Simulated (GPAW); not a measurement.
# WS2 (P6_3/mmc): how ε∞ follows the gap

The empty bands of WS2 (P6_3/mmc) are shifted up rigidly by Δ, and ε∞ along x is computed for each shift. x, y and z are the Cartesian axes of the input cell.

Symmetry: P6_3/mmc, No. 194, hexagonal system. Conventional cell: a = 3.180 Å, b = 3.180 Å, c = 12.500 Å, α = 90.00°, β = 90.00°, γ = 120.00°. W on site c is surrounded by 6 S at 2.41 Å. S on site f has 3 W at 2.41 Å as nearest neighbours.

Method: GPAW 26.7.0, PBE, RPA, k-mesh 12×12×3, local fields up to 50 eV, Lorentzian half width 0.15 eV.

Launch of the response step: `OMP_NUM_THREADS=1 python df.py`. The series took 5.1 min in all, its band step included, on 1 thread of AMD EPYC 9R45 (Zen 5), with other jobs on the host.

```tsv
Δ (eV)	ε∞ along x
0.00	?
0.40	11.317
0.80	10.493
1.20	9.804
1.60	9.222
2.00	8.717
```

With one effective transition at E₀ and fixed dipole strength, ε∞ − 1 = A/(E₀ + Δ), so 1/(ε∞ − 1) is linear in Δ.

Working, on the rows shown:

| x = Δ (eV) | y = 1/(ε∞ − 1) |
| --- | --- |
| 0.4 | 0.0969274 |
| 0.8 | 0.105341 |
| 1.2 | 0.113585 |
| 1.6 | 0.121625 |
| 2 | 0.129584 |

Means: x̄ = 1.2, ȳ = 0.11341. Σ(x − x̄)(y − ȳ) = 0.03264, Σ(x − x̄)² = 1.6. Slope = 0.03264 / 1.6 = 0.0204; intercept = ȳ − slope · x̄ = 0.088933. Turned back into ε∞ along x, the line misses the rows shown by at most 0.018.

**Question.** Fill in the last column of the withheld row.

**Answer.** At x = 0 the line gives y = 0.088933, that is 12.244. The run gave 12.331, so the extrapolation is off by 0.087, 2 % of the range in the table.

Refitted with all rows, the slope is 0.02064 and the intercept 0.088577. These give E₀ = intercept/slope = 4.3 eV, far above the least direct gap of 1.74 eV: most of the screening comes from transitions well over the edge. Over the first step ε∞ falls by 21 % per eV. The cell comes from an older database entry, whose edges can be off by a per cent or so. Excitons are left out; PBE gaps are as a rule too small. The values come from a sum over the points of one k-mesh and carry its error, which grows as the direct gap shrinks. This version of GPAW has incomplete matrix elements in the optical limit, which can lower ε − 1 by up to a tenth where first-row anions or d states rule. Spin-orbit coupling is left out.

[Logs are printed without paths, hosts, clocks, repeated set-up lines and the standing remarks that a program may print on its own settings, such as how far it seeks lower states.]
